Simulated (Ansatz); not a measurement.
**SiAs3: relaxing a made-up structure**

Starting from a made-up structure for SiAs3, the aim is the relaxed cell, its shortest contacts and, where a second run follows, its electronic structure.

Calculated with Ansatz 0.2.0; DFT, PBE, plane-wave PAW, files of the set soft_1, scalar-relativistic, no spin, cell and ions relaxed at zero pressure; PAW set soft_1, in the first sound run; inputs show where later runs differ.

## (1) Set-up

It takes space group P6_3/mmc (No. 194, hexagonal). Conventional cell: a = 5.932 Å, b = 5.932 Å, c = 4.646 Å, α = 90.00°, β = 90.00°, γ = 120.00°. As has 4 Si at 2.87 to 2.97 Å and 8 As at 2.90 to 3.03 Å nearest. Nearest to Si lie 12 As at 2.87 to 2.97 Å. Farther neighbours are not listed.

## (2) Relaxation of the guess

The guessed cell has no reason to be at equilibrium. It is relaxed with the atoms, within the space group of the guess.

input.yaml

```yaml
crystal:
  lattice:
    - [5.932, 0.0, 0.0]
    - [-2.966, 5.137262695, 0.0]
    - [0.0, 0.0, 4.646]
  atoms:
    - { symbol: As, position: [0.170100005, 0.34020001, 0.25] }
    - { symbol: As, position: [0.170100005, 0.829899995, 0.25] }
    - { symbol: As, position: [0.65979999, 0.829899995, 0.25] }
    - { symbol: As, position: [0.829899995, 0.65979999, 0.75] }
    - { symbol: As, position: [0.829899995, 0.170100005, 0.75] }
    - { symbol: As, position: [0.34020001, 0.170100005, 0.75] }
    - { symbol: Si, position: [0.333333333, 0.666666667, 0.75] }
    - { symbol: Si, position: [0.666666667, 0.333333333, 0.25] }
kpoints:
  mp_grid: { grid: [5, 5, 6] }
scf:
  occupations: { method: fermi_dirac, width: 0.05 }
hamiltonian:
  xc: pbe
  pseudopotentials: { kind: paw, azcp: { folder: soft_1 } }
relax:
  f_tol: 0.015
  max_steps: 70
  cell: {}
output:
  forces: true
  stress: true
```

Launch:

```bash
$ ansatz run input.yaml --threads 4 --pin off --max-ram 10240MiB --backend cpu --events-out ev --progress --plain --runs-dir out
```

Numbers of over 12 decimals in the logs are rounded to 6 here.

Output:

```text
Engine: ansatz 0.2.0, aarch64-unknown-linux-gnu
Pseudopotentials: kind: paw
Pseudopotential: As, paw, valence charge 15, recommended cutoff 420 eV (normal), soft_1/As.paw.azcp
Pseudopotential: Si, paw, valence charge 4, recommended cutoff 420 eV (normal), soft_1/Si.paw.azcp
Functional definition: PBE
  parameter kappa = 0.804
  parameter beta = 0.066725
  exchange = pbe_x(kappa = kappa, mu = beta*pi^2/3)
  correlation = pbe_c(beta = beta)
Crystal: 8 atoms, lattice volume = 141.583 Å³
Basis set: ecut = 420 eV, 2775 PW (Γ), exchange–correlation on 80×80×64 points (8 copies of the dense FFT grid, shifted against one another)
Bands: 59, of which v1, the nominal top of the filled ones, is band 49 counted from 1 (48 counted from 0)
Symmetry: 24 space group operations
Space group: P63/mmc (ITA 194), of the structure as read, at distance tolerance 5.2e-5 Å
k-points: 20 of 150
Non-local potential: As, projectors of the file, l = 0: 2, l = 1: 2, l = 2: 3, l = 3: 1
Non-local potential: Si, projectors of the file, l = 0: 2, l = 1: 2, l = 2: 1
PAW form: soft (Blöchl's): semilocal exchange-correlation on the pseudo side does not see the compensation charge
PAW one-centre angular grid: As, 590 points (default); XC on 64 Gauss nodes
PAW one-centre angular grid: Si, 110 points (default); XC on 64 Gauss nodes
Initial density: superposition of atomic densities (chi_scale 0.1, normalization cell, long waves kept (reshape's long-wave potential 0.01 eV rms))
Initial wavefunctions: pseudopotential atomic-orbital guess
Functional: x = pbe(κ = 0.804, μ = 0.219515), c = pbe(β = 0.066725)
SCF iter   1: F=—  HF=-30404.170257 eV  |F-HF|=—  |Δ(HF+E_count)|=         —  Δρ=1.59e-2  dr2=7.32e-1  ethr=3.10e-3  ⟨swp⟩=6.2  Hψ=4360  notcnv=0  defer=2
preconditioner: auto → Kerker (q_TF=auto, 2.566 Å⁻¹)  [metal: Δε(μ)=0.063 eV  Ē_g=8.385 eV  σ=0.050 eV  W_gap=0.30  n_scr=44 (ndim 8)  ℏωp=19.2 eV  f_vac=0.000  D(μ)=4.32/eV (n_scr^D=26)]
SCF iter   2: F=—  HF=-30404.052023 eV  |F-HF|=—  |Δ(HF+E_count)|=   1.18e-1  Δρ=9.87e-3  dr2=2.81e-1  ethr=7.47e-4  ⟨swp⟩=2.0  Hψ=1505  notcnv=0  defer=36
SCF iter   3: F=—  HF=-30403.979814 eV  |F-HF|=—  |Δ(HF+E_count)|=   7.22e-2  Δρ=1.47e-3  dr2=4.96e-3  ethr=2.87e-4  ⟨swp⟩=2.9  Hψ=1654  notcnv=0  defer=36
SCF iter   4: F=—  HF=-30403.978562 eV  |F-HF|=—  |Δ(HF+E_count)|=   1.25e-3  Δρ=7.16e-4  dr2=1.18e-3  ethr=5.06e-6  ⟨swp⟩=2.0  Hψ=2233  notcnv=0  defer=36
SCF iter   5: F=—  HF=-30403.978261 eV  |F-HF|=—  |Δ(HF+E_count)|=   3.01e-4  Δρ=2.39e-4  dr2=1.83e-4  ethr=1.21e-6  ⟨swp⟩=2.0  Hψ=2112  notcnv=0  defer=36
SCF iter   6: F=—  HF=-30403.978232 eV  |F-HF|=—  |Δ(HF+E_count)|=   2.90e-5  Δρ=7.40e-5  dr2=1.18e-5  ethr=1.87e-7  ⟨swp⟩=3.0  Hψ=2202  notcnv=0  defer=36
SCF iter   7: F=—  HF=-30403.978241 eV  |F-HF|=—  |Δ(HF+E_count)|=   9.46e-6  Δρ=1.56e-5  dr2=3.25e-7  ethr=1.20e-8  ⟨swp⟩=2.0  Hψ=2154  notcnv=0  defer=36
SCF iter   8: F=-30403.978241 eV  HF=-30403.978241 eV  |F-HF|=1.56e-9  |Δ(HF+E_count)|=   1.08e-8  Δρ=3.79e-6  dr2=1.31e-8  ethr=1.02e-10  ⟨swp⟩=4.3  Hψ=4209  notcnv=0
SCF 1 converged in 8 iterations: F = -30403.978241 eV  dr2 = 1.31e-8
  greatest PAW one-centre occupation: 0.999 electrons in one spin orbital (limit 2), on the As atom at site 5 (counted from 0), in its partial waves of l = 2
relax step   1: F+E_penalty+E_count = -30403.97824100 eV  Δ(F+E_penalty+E_count) = +0.000e0 eV  max|allowed force component| = 2.147e-1 eV/Å  Δτ_max = 0.0000 Å  P = +2.634 GPa  Ω = 141.583 Å³  (8 SCF iters, dr2 threshold 1.00e-7 eV, accepted)
Crystal: 8 atoms, lattice volume = 151.453 Å³
Basis set: ecut = 420 eV, 2925 PW (Γ), exchange–correlation on 80×80×64 points (8 copies of the dense FFT grid, shifted against one another)
Initial density: handed on by an earlier stage of this run
Initial wavefunctions: those handed on with the density
iter 1 solved again at ethr=9.67e-6 eV; its pass at ethr=3.10e-3 eV (dr2=9.47e-3 eV) is discarded
SCF iter   1: F=—  HF=-30404.044233 eV  |F-HF|=—  |Δ(HF+E_count)|=         —  Δρ=3.10e-3  dr2=1.00e-2  ethr=9.67e-6  ⟨swp⟩=2.1  Hψ=6576  notcnv=0
preconditioner: auto → Kerker (q_TF=auto, 2.537 Å⁻¹)  [metal: Δε(μ)=0.025 eV  Ē_g=8.057 eV  σ=0.050 eV  W_gap=0.12  n_scr=44 (ndim 8)  ℏωp=18.6 eV  f_vac=0.000  D(μ)=5.75/eV (n_scr^D=44)]
SCF iter   2: F=—  HF=-30404.043624 eV  |F-HF|=—  |Δ(HF+E_count)|=   6.09e-4  Δρ=1.88e-3  dr2=3.83e-3  ethr=9.67e-6  ⟨swp⟩=1.0  Hψ=1180  notcnv=0
SCF iter   3: F=—  HF=-30404.043724 eV  |F-HF|=—  |Δ(HF+E_count)|=   9.95e-5  Δρ=2.42e-4  dr2=1.91e-4  ethr=3.91e-6  ⟨swp⟩=2.0  Hψ=1511  notcnv=0
SCF iter   4: F=—  HF=-30404.043600 eV  |F-HF|=—  |Δ(HF+E_count)|=   1.23e-4  Δρ=1.35e-4  dr2=4.53e-5  ethr=1.95e-7  ⟨swp⟩=2.0  Hψ=2148  notcnv=0
SCF iter   5: F=—  HF=-30404.043595 eV  |F-HF|=—  |Δ(HF+E_count)|=   5.53e-6  Δρ=3.84e-5  dr2=1.98e-6  ethr=4.63e-8  ⟨swp⟩=2.0  Hψ=2157  notcnv=0
SCF iter   6: F=-30404.043595 eV  HF=-30404.043595 eV  |F-HF|=7.61e-8  |Δ(HF+E_count)|=   1.18e-7  Δρ=1.72e-5  dr2=2.97e-7  ethr=8.16e-10  ⟨swp⟩=5.0  Hψ=4365  notcnv=0
SCF 2 converged in 6 iterations: F = -30404.043595 eV  dr2 = 2.97e-7
  greatest PAW one-centre occupation: 0.999 electrons in one spin orbital (limit 2), on the As atom at site 4 (counted from 0), in its partial waves of l = 2
relax step   2: F+E_penalty+E_count = -30404.04359477 eV  Δ(F+E_penalty+E_count) = -6.535e-2 eV  max|allowed force component| = 1.995e-1 eV/Å  Δτ_max = 0.0585 Å  P = -2.176 GPa  Ω = 151.453 Å³  energy of the carried Pulay correction = -1.614e-3 eV  (6 SCF iters, dr2 threshold 8.00e-7 eV, accepted)
Crystal: 8 atoms, lattice volume = 149.215 Å³
Basis set: ecut = 420 eV, 2877 PW (Γ), exchange–correlation on 80×80×64 points (8 copies of the dense FFT grid, shifted against one another)
iter 1 solved again at ethr=2.21e-6 eV; its pass at ethr=3.10e-3 eV (dr2=2.17e-3 eV) is discarded
SCF iter   1: F=—  HF=-30404.091285 eV  |F-HF|=—  |Δ(HF+E_count)|=         —  Δρ=1.22e-3  dr2=2.17e-3  ethr=2.21e-6  ⟨swp⟩=2.5  Hψ=6119  notcnv=0
preconditioner: auto → Kerker (q_TF=auto, 2.544 Å⁻¹)  [metal: Δε(μ)=0.053 eV  Ē_g=8.155 eV  σ=0.050 eV  W_gap=0.26  n_scr=44 (ndim 8)  ℏωp=18.7 eV  f_vac=0.000  D(μ)=5.48/eV (n_scr^D=44)]
SCF iter   2: F=—  HF=-30404.091185 eV  |F-HF|=—  |Δ(HF+E_count)|=   9.99e-5  Δρ=7.66e-4  dr2=1.10e-3  ethr=2.21e-6  ⟨swp⟩=1.0  Hψ=1180  notcnv=0
SCF iter   3: F=—  HF=-30404.091093 eV  |F-HF|=—  |Δ(HF+E_count)|=   9.23e-5  Δρ=1.25e-4  dr2=6.19e-5  ethr=1.13e-6  ⟨swp⟩=2.0  Hψ=1400  notcnv=0
SCF iter   4: F=—  HF=-30404.091011 eV  |F-HF|=—  |Δ(HF+E_count)|=   8.22e-5  Δρ=6.10e-5  dr2=1.38e-5  ethr=6.32e-8  ⟨swp⟩=2.0  Hψ=2151  notcnv=0
[...]
[... from here on, the SCF cycles and remarks between the steps are left out ...]
relax step   4: F+E_penalty+E_count = -30404.17977590 eV  Δ(F+E_penalty+E_count) = -8.877e-2 eV  max|allowed force component| = 1.576e-1 eV/Å  Δτ_max = 0.0889 Å  P = +3.126 GPa  Ω = 147.950 Å³  energy of the carried Pulay correction = -1.054e-3 eV  (7 SCF iters, dr2 threshold 8.00e-7 eV, accepted)
relax step   5: F+E_penalty+E_count = -30404.20885042 eV  Δ(F+E_penalty+E_count) = -2.907e-2 eV  max|allowed force component| = 6.900e-2 eV/Å  Δτ_max = 0.0150 Å  P = +1.162 GPa  Ω = 150.267 Å³  energy of the carried Pulay correction = -1.426e-3 eV  (6 SCF iters, dr2 threshold 8.00e-7 eV, accepted)
relax step   6: F+E_penalty+E_count = -30404.28888314 eV  Δ(F+E_penalty+E_count) = -8.003e-2 eV  max|allowed force component| = 1.393e-1 eV/Å  Δτ_max = 0.0505 Å  P = +0.476 GPa  Ω = 158.048 Å³  energy of the carried Pulay correction = -2.634e-3 eV  (6 SCF iters, dr2 threshold 8.00e-7 eV, accepted)
relax step   7: F+E_penalty+E_count = -30404.28302633 eV  Δ(F+E_penalty+E_count) = +5.857e-3 eV  max|allowed force component| = 3.258e-1 eV/Å  Δτ_max = 0.0181 Å  P = -0.810 GPa  Ω = 164.305 Å³  energy of the carried Pulay correction = -3.561e-3 eV  (7 SCF iters, dr2 threshold 8.00e-7 eV, rejected (line search))
relax step   8: F+E_penalty+E_count = -30404.34334071 eV  Δ(F+E_penalty+E_count) = -5.446e-2 eV  max|allowed force component| = 7.957e-2 eV/Å  Δτ_max = 0.0159 Å  P = -0.648 GPa  Ω = 159.582 Å³  energy of the carried Pulay correction = -2.865e-3 eV  (10 SCF iters, accepted)
relax step   9: F+E_penalty+E_count = -30404.38461592 eV  Δ(F+E_penalty+E_count) = -4.128e-2 eV  max|allowed force component| = 6.774e-2 eV/Å  Δτ_max = 0.0351 Å  P = -0.899 GPa  Ω = 157.645 Å³  energy of the carried Pulay correction = -2.573e-3 eV  (6 SCF iters, dr2 threshold 8.00e-7 eV, accepted)
relax step  10: F+E_penalty+E_count = -30404.39939386 eV  Δ(F+E_penalty+E_count) = -1.478e-2 eV  max|allowed force component| = 3.357e-2 eV/Å  Δτ_max = 0.0163 Å  P = -0.418 GPa  Ω = 155.293 Å³  energy of the carried Pulay correction = -2.213e-3 eV  (5 SCF iters, dr2 threshold 8.00e-7 eV, accepted)
relax step  11: F+E_penalty+E_count = -30404.40435878 eV  Δ(F+E_penalty+E_count) = -4.965e-3 eV  max|allowed force component| = 6.368e-3 eV/Å  Δτ_max = 0.0110 Å  P = -0.061 GPa  Ω = 153.586 Å³  energy of the carried Pulay correction = -1.949e-3 eV  (5 SCF iters, dr2 threshold 8.00e-7 eV, accepted)
relax step  12: F+E_penalty+E_count = -30404.40443957 eV  Δ(F+E_penalty+E_count) = -8.078e-5 eV  max|allowed force component| = 1.982e-4 eV/Å  Δτ_max = 0.0004 Å  P = +0.013 GPa  Ω = 153.445 Å³  energy of the carried Pulay correction = -1.927e-3 eV  (3 SCF iters, dr2 threshold 3.15e-8 eV, accepted)
relax step  13: F+E_penalty+E_count = -30404.41233825 eV  Δ(F+E_penalty+E_count) = -7.899e-3 eV  max|allowed force component| = 6.311e-5 eV/Å  Δτ_max = 0.0000 Å  P = +0.092 GPa  Ω = 153.445 Å³  stress off target by 1.89e-1 GPa  SCF on the basis re-selected at this cell (its energy is not comparable with the rows above)  (6 SCF iters)
relax step  14: F+E_penalty+E_count = -30404.41243149 eV  Δ(F+E_penalty+E_count) = -9.324e-5 eV  max|allowed force component| = 3.521e-4 eV/Å  Δτ_max = 0.0008 Å  P = +0.004 GPa  Ω = 153.716 Å³  energy of the carried Pulay correction = -4.037e-5 eV  (3 SCF iters, dr2 threshold 8.93e-8 eV, accepted)
iter 1 solved again at ethr=1.82e-8 eV; its pass at ethr=3.10e-3 eV (dr2=1.79e-5 eV) is discarded
SCF iter   1: F=—  HF=-30404.412422 eV  |F-HF|=—  |Δ(HF+E_count)|=         —  Δρ=8.48e-6  dr2=8.87e-8  ethr=1.82e-8  ⟨swp⟩=3.9  Hψ=7272  notcnv=0
preconditioner: auto → Kerker (q_TF=auto, 2.531 Å⁻¹)  [metal: Δε(μ)=0.112 eV  Ē_g=8.143 eV  σ=0.050 eV  W_gap=0.46  n_scr=46 (ndim 8)  ℏωp=18.5 eV  f_vac=0.000  D(μ)=3.07/eV (n_scr^D=20)]
SCF iter   2: F=—  HF=-30404.412465 eV  |F-HF|=—  |Δ(HF+E_count)|=   4.35e-5  Δρ=4.99e-6  dr2=4.57e-8  ethr=9.05e-11  ⟨swp⟩=2.0  Hψ=2158  notcnv=0
SCF iter   3: F=—  HF=-30404.412465 eV  |F-HF|=—  |Δ(HF+E_count)|=   4.21e-8  Δρ=2.36e-6  dr2=1.67e-8  ethr=4.66e-11  ⟨swp⟩=1.0  Hψ=1180  notcnv=0
SCF iter   4: F=—  HF=-30404.412465 eV  |F-HF|=—  |Δ(HF+E_count)|=  6.26e-10  Δρ=7.30e-7  dr2=1.16e-9  ethr=1.71e-11  ⟨swp⟩=2.0  Hψ=1523  notcnv=0
SCF iter   5: F=—  HF=-30404.412465 eV  |F-HF|=—  |Δ(HF+E_count)|=   1.43e-9  Δρ=1.97e-7  dr2=1.33e-10  ethr=1.18e-12  ⟨swp⟩=2.0  Hψ=1435  notcnv=0
SCF iter   6: F=-30404.412465 eV  HF=-30404.412465 eV  |F-HF|=7.28e-12  |Δ(HF+E_count)|=  7.28e-12  Δρ=6.25e-8  dr2=3.94e-12  ethr=1.00e-12  ⟨swp⟩=4.0  Hψ=3531  notcnv=0
SCF 15 converged in 6 iterations: F = -30404.412465 eV  dr2 = 3.94e-12
relax step  15: F+E_penalty+E_count = -30404.41246522 eV  Δ(F+E_penalty+E_count) = -3.373e-5 eV  max|allowed force component| = 3.424e-4 eV/Å  Δτ_max = 0.0000 Å  P = +0.004 GPa  Ω = 153.716 Å³  stress off target by 1.05e-2 GPa  SCF on the basis re-selected at this cell (its energy is not comparable with the rows above)  (6 SCF iters)
basis re-selected at this cell: Δ(F+E_penalty+E_count) = -3.373e-5 eV, ΔP = -0.000 GPa vs the last step (what re-selecting the basis moved, of the pressure what is left beyond the Pulay correction that the steps carried, after the strain that the cell walked since its last selection, with what the two solves' SCF thresholds leave and, on support functions, any second-order correction that the steps lacked; it is no m [...]
SCF converged after 6 iterations
Free energy (F): -30404.412465 eV
Harris-Foulkes:  -30404.412465 eV  (|F-HF|=7.28e-12)
Internal energy: -30404.386877 eV  (E = F + TS)
E sigma→0 (E₀):  -30404.399671 eV
Entropy (-TS):   -0.025588 eV (-3.199 meV/atom)
Fermi energy:    10.687851 eV
--- Per-component energies (eV) ---
  E_band       = -1355.981844
  E_kinetic    = 651.773005
  E_local      = -11757.615334  (includes V_loc(G=0)·N_el)
  E_nonlocal   = -2312.367226
  E_hartree    = 6635.588990
  E_xc         = -532.566143
  E_vxc        = -534.002846  (∫ρ·V_xc dr)
  E_paw        = -13101.018388  (= ΣΔE_a)
  E_vpaw       = -674.947447  (= ΣTr[D̂ρ^β])
  E_aug_tail   = 0.000056  (compensation charges beyond the density's cutoff)
  E_ewald      = -9988.181837
  E_smearing   = -0.025588  (= −TS)
  E_closure    = -0.000000  (closes the sum)
  Σ components = -30404.412465   (vs F -30404.412465, Δ=0.00e0)
--- Forces (eV/Å), atoms counted from 1 ---
  atom   1  As     0.00000000     0.00034244     0.00000000
  atom   2  As     0.00029656    -0.00017122    -0.00000000
  atom   3  As    -0.00029656    -0.00017122    -0.00000000
  atom   4  As     0.00000000    -0.00034244    -0.00000000
  atom   5  As    -0.00029656     0.00017122     0.00000000
  atom   6  As     0.00029656     0.00017122     0.00000000
  atom   7  Si     0.00000000    -0.00000000    -0.00000000
  atom   8  Si     0.00000000     0.00000000     0.00000000
  max |Σ_I F_I| component: 2.55e-17 eV/Å
--- Stress (GPa, compression-positive) ---
        0.000234      -0.000000       0.000000
       -0.000000       0.000234       0.000000
        0.000000       0.000000       0.010502
  P = ⅓ Tr σ = 0.0037 GPa (0.037 kbar)
--- Relaxed structure (13 steps of the walk, 12 accepted, 2 SCFs on fresh bases) ---
  F+E_penalty+E_count = -30404.41246522 eV   max|allowed force component| = 3.424e-4 eV/Å   (the final SCF, on the basis selected at the relaxed cell)
  cell:  # Å, volume = 153.7155 Å³
    - [5.839433, 0, 0.0]
    - [-2.919717, 5.057098, 0.0]
    - [0.0, 0.0, 5.205299]
  atoms:
    - { symbol: As, position: [0.182219, 0.364438, 0.250000] }
    - { symbol: As, position: [0.182219, 0.817781, 0.250000] }
    - { symbol: As, position: [0.635562, 0.817781, 0.250000] }
    - { symbol: As, position: [0.817781, 0.635562, 0.750000] }
    - { symbol: As, position: [0.817781, 0.182219, 0.750000] }
    - { symbol: As, position: [0.364438, 0.182219, 0.750000] }
    - { symbol: Si, position: [0.333333, 0.666667, 0.750000] }
    - { symbol: Si, position: [0.666667, 0.333333, 0.250000] }
```

Elapsed: 31 s, on 4 threads of Arm Neoverse V2, shared host; peak memory 0.58 GiB.

The steps of the relaxation:

```csv
step,energy less that of the first step (eV),largest force component (eV/Å),pressure (GPa),volume (Å³)
1,0.0000,0.2147,2.63,141.58
2,-0.0654,0.1995,-2.18,151.45
3,-0.1128,0.1562,-0.76,149.22
4,-0.2015,0.1576,3.13,147.95
5,-0.2306,0.0690,1.16,150.27
6,-0.3106,0.1393,0.48,158.05
7,-0.3048,0.3258,-0.81,164.31
8,-0.3651,0.0796,-0.65,159.58
9,-0.4064,0.0677,-0.90,157.65
10,-0.4212,0.0336,-0.42,155.29
11,-0.4261,0.0064,-0.06,153.59
12,-0.4262,0.0002,0.01,153.45
13*,-0.4341,0.0001,0.09,153.45
14,-0.4342,0.0004,0.00,153.72
15*,-0.4342,0.0003,0.00,153.72
```

Relaxation steps marked * repeat the geometry before them on a plane-wave basis chosen anew for their cell, so energy and pressure can jump there. Relaxation step 7 was tried and not accepted.

The run keeps the 24 symmetry operations that it works with, so distortions that break them were not tested.

```csv
cell as run,before,after,change
a (Å),5.932,5.839,-1.6 %
b (Å),5.932,5.839,-1.6 %
c (Å),4.646,5.205,+12.0 %
volume (Å³/atom),17.70,19.21,+8.6 %
```

The atoms that moved most (Å, as changes of fractional coordinates times the final cell):

```csv
atom,dx,dy,dz,length
As2,0.106,-0.061,0.000,0.123
As6,0.106,0.061,0.000,0.123
As3,-0.106,-0.061,0.000,0.123
As1,0.000,0.123,0.000,0.123
As4,0.000,-0.123,0.000,0.123
As5,-0.106,0.061,0.000,0.123
```

Numbers from this step:

| Property | Result |
| --- | --- |
| free energy | -30404.4125 eV |
| energy at zero smearing | -30404.3997 eV |
| smearing term TS | 0.02559 eV |
| Fermi energy | 10.69 eV |
| electrons | 98 |
| symmetry operations | 24 |
| pressure | 0.003657 GPa |

The shortest distance of each pair, which need not be the same contact before and after:

```csv
pair,guess (Å),relaxed (Å)
As–As,2.905,2.647
As–Si,2.865,2.924
Si–Si,4.138,4.259
```

The relaxation ends with a largest force component of 3.4e-4 eV/Å and a pressure of 0.00 GPa.

(Continued in part 2 of 2.)

[Logs are printed without paths, hosts, clocks, repeated set-up lines and the standing remarks that a program may print on its own settings, such as how far it seeks lower states.]

[Hosts, paths, dates, database ids (printed as entryN), source tags and the programs' standing remarks are cut or masked in the printed files.]
